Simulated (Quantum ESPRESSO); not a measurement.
Consider CdH2O2 (C2).

```xyz
5
Lattice="3.1188 -1.7692 0.0000 3.1188 1.7692 0.0000 -0.4286 0.0000 4.7861" Properties=species:S:1:pos:R:3 pbc="T T T"
Cd    3.1188    1.6884    0.0000
O     4.2240   -0.1000    1.1293
O     1.5850   -0.1000    3.6568
H     4.2287   -0.4190    2.0603
H     1.5803   -0.4190    2.7258
```

Absorber: atom 1, with 2 O at 2.31 Å, 2 O at 2.36 Å and 2 O at 2.39 Å (distorted octahedral, site symmetry 2). Method: Quantum ESPRESSO XSpectra, LDA, full core hole (charged cell), 15-atom cell with 5.8 Å between holes, 4×4×4 k points, dipole transitions, Lorentzian half width 3.64 eV (not a setting of the program: the run's 0.4 eV curve was folded afterwards with a further Lorentzian).

Question: Where do the maxima of the Cd K edge fall?

Main maxima up to 30 eV above the zero (height): 9.0 eV (1.47). A K edge sees empty p states on the absorber. 

The Cd K spectrum (energy from the lowest empty level; intensity scaled to a mean of 1 over the first 20 eV; folded afterwards to Lorentzian half width 3.64 eV; the points at xe0, where the cut of filled states can leave a spike, are interpolated; polarised curves are means over the symmetry-equivalent atoms):

```csv
E (eV),isotropic,ε ∥ x,ε ∥ y,ε ∥ z
-2.0,0.25,0.23,0.25,0.28
-1.5,0.28,0.25,0.27,0.30
-1.0,0.30,0.27,0.30,0.33
-0.5,0.33,0.30,0.32,0.37
0.0,0.36,0.32,0.36,0.41
0.5,0.40,0.36,0.39,0.45
1.0,0.45,0.39,0.43,0.51
1.5,0.50,0.44,0.48,0.57
2.0,0.55,0.48,0.54,0.64
2.5,0.62,0.54,0.60,0.71
3.0,0.69,0.60,0.67,0.79
3.5,0.77,0.67,0.75,0.88
4.0,0.85,0.74,0.84,0.96
4.5,0.93,0.83,0.93,1.04
5.0,1.02,0.92,1.02,1.12
5.5,1.10,1.01,1.12,1.18
6.0,1.18,1.11,1.22,1.22
6.5,1.26,1.21,1.31,1.26
7.0,1.33,1.30,1.38,1.29
7.5,1.38,1.39,1.45,1.30
8.0,1.43,1.47,1.50,1.31
8.5,1.45,1.53,1.52,1.31
9.0,1.47,1.57,1.53,1.30
9.5,1.46,1.59,1.51,1.27
10.0,1.43,1.58,1.48,1.24
10.5,1.39,1.54,1.43,1.21
11.0,1.34,1.48,1.36,1.17
11.5,1.28,1.41,1.29,1.13
12.0,1.21,1.32,1.22,1.09
12.5,1.15,1.24,1.15,1.05
13.0,1.09,1.16,1.08,1.02
13.5,1.04,1.09,1.03,0.99
14.0,0.99,1.03,0.98,0.97
14.5,0.96,0.99,0.94,0.95
15.0,0.93,0.95,0.90,0.93
15.5,0.90,0.92,0.88,0.92
16.0,0.89,0.90,0.86,0.90
16.5,0.87,0.88,0.84,0.89
17.0,0.86,0.87,0.83,0.89
17.5,0.86,0.87,0.82,0.88
18.0,0.86,0.86,0.82,0.88
18.5,0.85,0.86,0.82,0.88
19.0,0.86,0.86,0.82,0.89
19.5,0.86,0.86,0.82,0.89
20.0,0.86,0.87,0.82,0.90
20.5,0.87,0.87,0.83,0.91
21.0,0.87,0.87,0.83,0.92
21.5,0.87,0.86,0.84,0.92
22.0,0.88,0.86,0.84,0.93
22.5,0.87,0.85,0.84,0.93
23.0,0.87,0.84,0.84,0.94
23.5,0.86,0.82,0.83,0.94
24.0,0.85,0.81,0.83,0.93
24.5,0.84,0.79,0.82,0.92
25.0,0.83,0.78,0.81,0.91
25.5,0.82,0.76,0.81,0.90
26.0,0.81,0.75,0.80,0.88
26.5,0.80,0.74,0.80,0.86
27.0,0.79,0.74,0.79,0.84
27.5,0.78,0.74,0.79,0.82
28.0,0.78,0.74,0.79,0.81
28.5,0.78,0.74,0.79,0.79
29.0,0.77,0.74,0.80,0.78
29.5,0.77,0.74,0.80,0.78
30.0,0.77,0.75,0.80,0.77
30.5,0.78,0.75,0.80,0.77
31.0,0.78,0.75,0.81,0.78
31.5,0.78,0.76,0.81,0.78
32.0,0.79,0.76,0.81,0.79
```

The holes are only 5.8 Å apart, so the shape is probably not converged with cell size; no larger cell was run here. The structure is a computed Materials Project entry and may be a hypothetical form.

[Banner, clock and machine lines of the logs are left out without a mark of their own.]

[Logs are printed without paths, hosts, clocks, repeated set-up lines and the standing remarks that a program may print on its own settings, such as how far it seeks lower states.]

[Hosts, paths, dates, database ids (printed as entryN), source tags and the programs' standing remarks are cut or masked in the printed files.]

[Lists of maxima count a maximum above −3 eV only where it reaches 4 % of the highest in the window and stands out from its surroundings by 2 % of it (1.5 % where it reaches 55 %); shoulders and weaker maxima are passed over, and of the rest the first, up to two pre-edge ones and the few strongest are named.]
